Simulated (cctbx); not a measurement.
**CaVAsPt with cctbx, script by script**

Library: cctbx 2025.11.

## 1. Energy scan

run.py:

```python
from cctbx import adptbx, crystal, miller, xray
from cctbx.array_family import flex
from cctbx.eltbx import sasaki

cs = crystal.symmetry(unit_cell=(4.302, 15.991, 4.241, 90, 90, 90), space_group_symbol='Hall: -C 2c 2')  # Cmcm
atoms = [  # label, site, U (iso, or U11 U22 U33 U12 U13 U23 in A^2), occupancy
    ("Pt1", (0.5, 0.3135, 0.75), 0.0040, 1),
    ("As1", (0, 0.2522, 0.75), 0.0063, 1),
    ("V1", (0, 0.0382, 0.25), 0.0071, 1),
    ("Ca1", (0, 0.3964, 0.25), 0.0069, 1),
]
xs = xray.structure(crystal_symmetry=cs)
for label, site, u, occ in atoms:
    u = adptbx.u_cif_as_u_star(cs.unit_cell(), u) if isinstance(u, tuple) else u
    xs.add_scatterer(xray.scatterer(label, site=site, u=u, occupancy=occ))
hkl = [(1, 1, 1), (2, 2, 0), (0, 2, 0), (0, 0, 2)]
ms = miller.set(cs, flex.miller_index(hkl + [tuple(-v for v in h) for h in hkl]), anomalous_flag=True)
print("E (eV)    f'(Pt)   f''   " + "".join("%16s" % ("|F|" + " ".join(map(str, h))) for h in hkl))
for e in [10964, 11314, 11444, 11504, 11534, 11549, 11556, 11560, 11568, 11572, 11579, 11594, 11624, 11714, 11964]:
    xs.set_inelastic_form_factors(12398.42 / e, "sasaki")
    t = sasaki.table("Pt").at_ev(e)
    f = flex.abs(ms.structure_factors_from_scatterers(xs, algorithm="direct").f_calc().data())
    n = len(hkl)
    print("%7.0f %7.2f %6.2f  " % (e, t.fp(), t.fdp()) + "".join("%9.1f/%6.1f" % (f[k], f[k + n]) for k in range(n)))
```

```console
$ python run.py
```

```text
E (eV)    f'(Pt)   f''           |F|1 1 1        |F|2 2 0        |F|0 2 0        |F|0 0 2
  10964   -8.95   4.22      174.2/ 174.2    166.5/ 166.5    207.8/ 207.8    419.0/ 419.0
  11314  -10.72   4.01      169.4/ 169.4    159.9/ 159.9    201.0/ 201.0    410.2/ 410.2
  11444  -12.12   3.94      165.3/ 165.3    155.1/ 155.1    196.2/ 196.2    403.7/ 403.7
  11504  -13.48   3.90      160.9/ 160.9    150.8/ 150.8    191.8/ 191.8    397.8/ 397.8
  11534  -14.84   3.89      156.3/ 156.3    146.8/ 146.8    187.7/ 187.7    392.1/ 392.1
  11549  -16.19   3.88      151.5/ 151.5    142.9/ 142.9    183.7/ 183.7    386.6/ 386.6
  11556  -17.40   3.87      147.2/ 147.2    139.5/ 139.5    180.3/ 180.3    381.8/ 381.8
  11560  -18.70   3.87      142.5/ 142.5    135.9/ 135.9    176.6/ 176.6    376.7/ 376.7
  11568  -19.14  10.19      145.2/ 145.2    136.7/ 136.7    177.0/ 177.0    377.3/ 377.3
  11572  -17.62  10.19      150.7/ 150.7    140.8/ 140.8    181.1/ 181.1    383.2/ 383.2
  11579  -16.29  10.18      155.4/ 155.4    144.3/ 144.3    184.7/ 184.7    388.2/ 388.2
  11594  -14.85  10.15      160.7/ 160.7    148.0/ 148.0    188.5/ 188.5    393.6/ 393.6
  11624  -13.43  10.11      166.2/ 166.2    151.3/ 151.3    191.9/ 191.9    398.6/ 398.6
  11714  -11.55   9.98      174.5/ 174.5    154.7/ 154.7    195.3/ 195.3    404.2/ 404.2
  11964   -9.64   9.62      180.2/ 180.2    160.9/ 160.9    201.2/ 201.2    411.8/ 411.8
```

It took 0.42 s on 1 thread of Arm Neoverse N1, with other jobs on the host, peak memory 0.07 GiB.

[Logs are printed without paths, hosts, clocks, repeated set-up lines and the standing remarks that a program may print on its own settings, such as how far it seeks lower states.]
